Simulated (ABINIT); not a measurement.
# Calculated records

**SiC (F-43m): a self-consistent loop beyond G0W0, cycle by cycle**

It takes space group F-43m (No. 216, cubic). Conventional cell: a = 4.358 Å, b = 4.358 Å, c = 4.358 Å, α = 90.00°, β = 90.00°, γ = 90.00°. Nearest to Si lie 4 C at 1.89 Å. C has 4 Si at 1.89 Å nearest. Farther neighbours, and contacts between anions beyond the nearest, are not listed.

```xyz
2
Lattice="0.0000 2.1790 2.1790 2.1790 0.0000 2.1790 2.1790 2.1790 0.0000" Properties=species:S:1:pos:R:3 pbc="T T T"
Si    0.0000    0.0000    0.0000
C     1.0895    1.0895    1.0895
```

* method: RPA screening on LDA from quasiparticle energies and orbitals, plane waves, norm-conserving pseudopotentials (and 4 further levels or steps)
* program: ABINIT 10.8.3
* settings: cutoff 37 Ha, PseudoDojo scalar-relativistic 0.4.1 standard, norm-conserving, potential set dojo-sr-lda-0.4.1-standard, ngkpt (6, 6, 6), nband 81, ecuteps 9.7 Ha, gwcalctyp 28, inclvkb 2, shiftk (0, 0, 0), symchi 1, awtr 1, frequency ppm, cycle 5, q points all but q = 0, 6×6×6 k-mesh
* cost: 16 runs, 42 min in all on 4 MPI ranks of Arm Neoverse V2, shared host
* notes: The cell and positions come from the Crystallography Open Database and are kept as given unless a step says otherwise.
* G0W0: 2.208 eV
* QSGW, cycle 1: 2.435 eV
* QSGW, cycle 2: 2.580 eV
* QSGW, cycle 3: 2.687 eV
* QSGW, cycle 4: 2.713 eV
* QSGW, cycle 5: 2.708 eV
* known limits: short of the basis limit

Only the bands that the input lists are updated; the higher empty ones keep the functional's energies. QSGW ends at 2.71 eV, +0.50 eV from G0W0, after 5 cycles that took 42 min beside the first screening; the last moved the gap by 0.005 eV.

[Long decimals in the printed logs are rounded to 6 places.]

[Logs are printed without paths, hosts, clocks, repeated set-up lines and the standing remarks that a program may print on its own settings, such as how far it seeks lower states.]

[Paths, hosts, dates, memory and timing lines, banners, echoed tables and standing remarks are left out of the program output; an Ansatz launch command may be rebuilt from the run's recorded settings. Measured values are a selection of at most five: reports struck by readers or far from the other reports are left out. None is set beside runs whose start may be inverted or whose files or cutoffs have a known fault.]

[Runs of the session that timed out or met a known fault of the program may be left out.]

[Hosts, paths, dates, database ids (printed as entryN), source tags and the programs' standing remarks are cut or masked in the printed files.]

[G0W0 gaps are taken among the corrected bands and points alone; a level outside them can change the order at an edge.]

[Where Ansatz stands beside ABINIT at settings called matched, ABINIT's density can come from a denser mesh and the files from another edition; pairs whose starting gaps differed by over 0.03 eV were left out, so agreement reads better than it is.]
